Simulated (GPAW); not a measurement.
**SiC (P6_3mc): refractive index against wavelength**

The refractive index of SiC (P6_3mc) along x below the direct gap (3.98 eV on the mesh) is read from one computed spectrum, n = √(Re ε). x, y and z are the Cartesian axes of the input cell.

The structure is hexagonal, space group P6_3mc (No. 186). The conventional cell has a = 3.076 Å, b = 3.076 Å, c = 5.048 Å, α = 90.00°, β = 90.00°, γ = 120.00°. Si on site b is surrounded by 4 C at 1.87 to 1.94 Å. C on site b is surrounded by 4 Si at 1.87 to 1.94 Å.

Method: GPAW 26.7.0, LDA, RPA, k-mesh 12×12×6, local fields up to 50 eV, Lorentzian half width 0.15 eV.

Launch of the response step: `OMP_NUM_THREADS=1 python df.py`. The run took 65 s, its band step included, on 1 thread of Arm Neoverse V2, with other jobs on the host.

| wavelength (nm) | photon energy E (eV) | n |
| --- | --- | --- |
| 1310 | 0.946 | 2.6106 |
| 1064 | 1.165 | 2.6204 |
| 850 | 1.459 | 2.6372 |
| 700 | 1.771 | 2.6600 |
| 633 | 1.959 | 2.6763 |
| 532 | 2.331 | 2.7154 |
| 450 | 2.755 | ? |

In the single-oscillator model n² − 1 = E₀E_d/(E₀² − E²), so 1/(n² − 1) = E₀/E_d − E²/(E₀E_d) is linear in E².

Working, on the rows shown:

| x = E² (eV²) | y = 1/(n² − 1) |
| --- | --- |
| 0.895757 | 0.171962 |
| 1.35784 | 0.170459 |
| 2.12762 | 0.167931 |
| 3.13716 | 0.164593 |
| 3.83641 | 0.16227 |
| 5.43137 | 0.156902 |

Means: x̄ = 2.7977, ȳ = 0.16569. Σ(x − x̄)(y − ȳ) = -0.04737, Σ(x − x̄)² = 14.27. Slope = -0.04737 / 14.27 = -0.003319; intercept = ȳ − slope · x̄ = 0.17497. Turned back into n, the line misses the rows shown by at most 0.00031.

Question: Predict the last column of the withheld row from the fit.

Answer: At x = 7.5912 the line gives y = 0.14977, that is 2.7707. The run gave 2.7729, so the extrapolation is off by 0.0022, 1.4 % of the range in the table.

Refitted with all rows, the slope is -0.003353 and the intercept 0.17505. These give E₀ = √(intercept/−slope) = 7.23 eV and E_d = E₀/intercept = 41.3 eV; E₀ is 1.8 times the direct gap. The electronic limit at long wavelengths, without lattice vibrations, is n = √(1 + 1/intercept) = 2.591. Excitons are left out; LDA gaps are as a rule too small. The values come from a sum over the points of one k-mesh and carry its error, which grows as the direct gap shrinks.
